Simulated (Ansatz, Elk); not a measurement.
# Bonding as seen by X-rays: LuCo3N, part 2 of 2

The structure of LuCo3N used here is made up (a known structure type with other elements) and was relaxed beforehand with PBEsol. The aim is the Fourier transform of its all-electron density, F(hkl), set beside the sum over free spherical atoms that refinements use.

Elk 11.2.3 (patched build); all-electron DFT.

So far: Starting point; Ground state and structure factors; The magnetisation density.

The structure was built from a prototype and need not be the compound's stable phase.

### Step 4. The highest occupied states alone

Level of this step: DFT, PBE, all-electron APW+lo, Dirac cores, scalar-relativistic bands, static density, ferromagnetic start (Elk).

An energy window below the Fermi level keeps the highest occupied states, to see at which angles they scatter; shallow core shells can lie inside it and anion s states outside. No new self-consistency is needed.

File elk.in:

```
tasks
  195

xctype
  20

spinpol
  .true.

rgkmax
  7.0

gmaxvr
  14.0

lmaxo
  7

lmaxapw
  8

swidth
  0.002

tshift
  .false.

ramdisk
  .false.

hmaxvr
  5.5

maxscl
  120

epspot
  1e-06

reducebf
  0.8

wsfac
  0.024690 0.692180

sppath
  './'

avec
  7.26833038322 -0.00000000000 0.00000000000
  -0.00000000000 7.26833038322 0.00000000000
  0.00000000000 0.00000000000 7.26833038322

atoms
  3
  'Lu.in'
  1
  -0.0000000000 -0.0000000000 -0.0000000000   0.000000 0.000000 0.000000
  'Co.in'
  3
  0.5000000000 0.5000000000 0.0000000000   0.000000 0.000000 -0.045000
  0.5000000000 0.0000000000 0.5000000000   0.000000 0.000000 -0.045000
  -0.0000000000 0.5000000000 0.5000000000   0.000000 0.000000 -0.045000
  'N.in'
  1
  0.5000000000 0.5000000000 0.5000000000   0.000000 0.000000 0.000000

ngridk
  5 5 5
```

On the command line:

```bash
> OMP_NUM_THREADS=4 elk
```

Numbers of over 12 decimals in the logs are rounded to 6 here.

The log of the run:

```text
┌─────────────────────────────────┐
│ Elk code version 11.2.3 started │
└─────────────────────────────────┘

Info(readinput): the functional depends on the density's gradient
 muffin-tin radial points multiplied by    2.00000
 (not where nrmtscf is given)

┌────────────────────┐
│ Current task : 195 │
└────────────────────┘
Info(checkmt): changed muffin-tin radius of species 2 (Co) from   2.4000 to   2.0481
Info(checkmt): changed muffin-tin radius of species 3 (N) from   1.8000 to   1.5361

Info(sfacrho): density structure factors written to SFACRHO.OUT

 Energy window :   0.2469000000E-01  0.6921800000

┌──────────────────┐
│ Elk code stopped │
└──────────────────┘
```

The job ended after 7.2 s (4 threads of Arm Neoverse V2, shared host; peak memory 0.3 GiB).

States within 10 eV below the Fermi level hold 47.00 electrons; any levels below the window count with the cores. Their amplitudes can exceed the total, where window and core parts have opposite phase:

| hkl | sin θ/λ (Å⁻¹) | abs F, window | abs F, all |
| --- | --- | --- | --- |
| 100 | 0.130 | 4.552 | 35.242 |
| 110 | 0.184 | 8.556 | 44.194 |
| 111 | 0.225 | 22.446 | 114.373 |
| 200 | 0.260 | 22.706 | 116.466 |
| 210 | 0.291 | 5.287 | 32.437 |
| 211 | 0.318 | 7.088 | 38.134 |
| 220 | 0.368 | 15.405 | 98.012 |
| 300 | 0.390 | 5.285 | 30.387 |
| 221 | 0.390 | 4.828 | 29.963 |
| 310 | 0.411 | 5.293 | 33.942 |

### Step 5. Another functional

The difference from free atoms is small, so it is set against the change that LDA (Perdew-Wang) makes.

Changes to elk.in since step 4:

```diff
@@ -1,6 +1,8 @@
 tasks
+  0
   195
+  196
 
 xctype
-  20
+  3
 
@@ -42,5 +44,2 @@
 
-wsfac
-  0.024690 0.692180
-
 sppath
```

On the command line:

```bash
> OMP_NUM_THREADS=4 elk
```

The log of the run:

```text
┌─────────────────────────┐
│ Elk code version 11.2.3 │
└─────────────────────────┘

All units are atomic (Hartree, Bohr, etc.)

┌─────────────────────────────────────────────────┐
│ Ground-state run starting from atomic densities │
└─────────────────────────────────────────────────┘

Lattice vectors :
   7.268330383      -0.000000000       0.000000000
  -0.000000000       7.268330383       0.000000000
   0.000000000       0.000000000       7.268330383

Reciprocal lattice vectors :
  0.8644606087       0.000000000      -0.000000000
[...]
total charge                :    159.0000000
 error                       :   0.1049914826E-01

Moments :
 interstitial                :  -0.9180133080E-01
 muffin-tins
  species : 1 (Lu)
[...]
species : 2 (Co)
[...]
atom 3                    :   0.7371237324
  species : 3 (N)
   atom 1                    :   0.1154509260
 total in muffin-tins        :    2.202784103
 total moment                :    2.110982773

┌──────────────────────────────┐
│ Self-consistent loop stopped │
└──────────────────────────────┘

Warning : core states of species 2 leak from the muffin-tin :   0.3010560124E-02

Wrote STATE.OUT
[key lines of the parts left out:]
total energy                :     -18800.187251878
```

Elapsed: 68 s, on 4 threads; peak memory 0.42 GiB.

Against the first run R = 0.03 %; the largest change is -0.047 at 220. The moment goes from 2.94 to 2.11 μB.

### Step 6. Basis size

A smaller basis shows how fast F responds to it; the change is likely larger than the basis error of the first run, but doesn't show convergence.

Changes to elk.in since step 5:

```diff
@@ -6,3 +6,3 @@
 xctype
-  3
+  20
 
@@ -12,3 +12,3 @@
 rgkmax
-  7.0
+  5.5
```

On the command line:

```bash
> OMP_NUM_THREADS=4 elk
```

The log of the run:

```text
┌─────────────────────────┐
│ Elk code version 11.2.3 │
└─────────────────────────┘

All units are atomic (Hartree, Bohr, etc.)

┌─────────────────────────────────────────────────┐
│ Ground-state run starting from atomic densities │
└─────────────────────────────────────────────────┘

Lattice vectors :
   7.268330383      -0.000000000       0.000000000
  -0.000000000       7.268330383       0.000000000
   0.000000000       0.000000000       7.268330383

Reciprocal lattice vectors :
  0.8644606087       0.000000000      -0.000000000
[...]
total charge                :    159.0000000
 error                       :   0.9943453263E-02

Moments :
 interstitial                :  -0.1480914075
 muffin-tins
  species : 1 (Lu)
[...]
species : 2 (Co)
[...]
atom 3                    :    1.052029959
  species : 3 (N)
   atom 1                    :   0.1259664198
 total in muffin-tins        :    3.102299564
 total moment                :    2.954208157

┌──────────────────────────────┐
│ Self-consistent loop stopped │
└──────────────────────────────┘

Warning : core states of species 2 leak from the muffin-tin :   0.2852007170E-02

Wrote STATE.OUT
[key lines of the parts left out:]
total energy                :     -18816.020126444
```

It took 2.2 min on 4 threads; peak memory 0.56 GiB; 7.2 min of CPU time.

Against the first run R = 0.06 %; the largest change is -0.124 at 200. The moment goes from 2.94 to 2.95 μB.

### Step 7. Settings against the effect

| run | R against the first run (%) | R against neutral atoms, low angle (%) | wall time |
| --- | --- | --- | --- |
| PBE, rgkmax 7 | 0.00 | 0.42 | 2.2 min |
| LDA (Perdew-Wang) | 0.03 | 0.42 | 68 s |
| rgkmax 5.5 | 0.06 | 0.39 | 2.2 min |

### Step 8. Summary of results

```json
{"R against neutral atoms, sin θ/λ < 0.3 Å⁻¹": "0.42 %", "R against neutral atoms, 0.3 to 0.82 Å⁻¹": "0.28 %"}
```

Independent neutral atoms miss the calculated amplitudes by R = 0.42 % below 0.3 Å⁻¹ and 0.28 % from there to 0.82 Å⁻¹; by shells, 0.56 % below 0.15 Å⁻¹ (1 form), 0.41 % 0.15 to 0.3 (4 forms), 0.35 % 0.3 to 0.45 (6 forms), 0.26 % above 0.45 (34 forms). Bonding, aspherical density and the tables' own atoms all enter these figures, and the runs don't part them. The largest change of an amplitude is -0.52 electrons, at 111. The magnetic order is that of the start. No other order was tried here, and an antiferromagnetic one would change or move the magnetic intensity. The window's part falls from 47.0 electrons at the origin to at most 11.19 between 0.45 and 0.82 Å⁻¹, where compact states inside the window still scatter. Below 0.3 Å⁻¹ the changes that finished (LDA (Perdew-Wang) and rgkmax 5.5) move F by R = 0.10 % at most, against the 0.42 % that separates it from free atoms. The magnetic factors move by R = 30.2 % (LDA (Perdew-Wang)) and 1.5 % (rgkmax 5.5), so they aren't settled to better than that. The k-mesh has no finished test. Spin-orbit coupling is left out, which can matter for elements this heavy. Part of the difference isn't bonding: the tables are fits to free atoms and ions calculated by other methods than this functional. Thermal motion, anomalous dispersion and extinction are left out.

[Logs are printed without paths, hosts, clocks, repeated set-up lines and the standing remarks that a program may print on its own settings, such as how far it seeks lower states.]

[Hosts, paths, dates, database ids (printed as entryN), source tags and the programs' standing remarks are cut or masked in the printed files.]
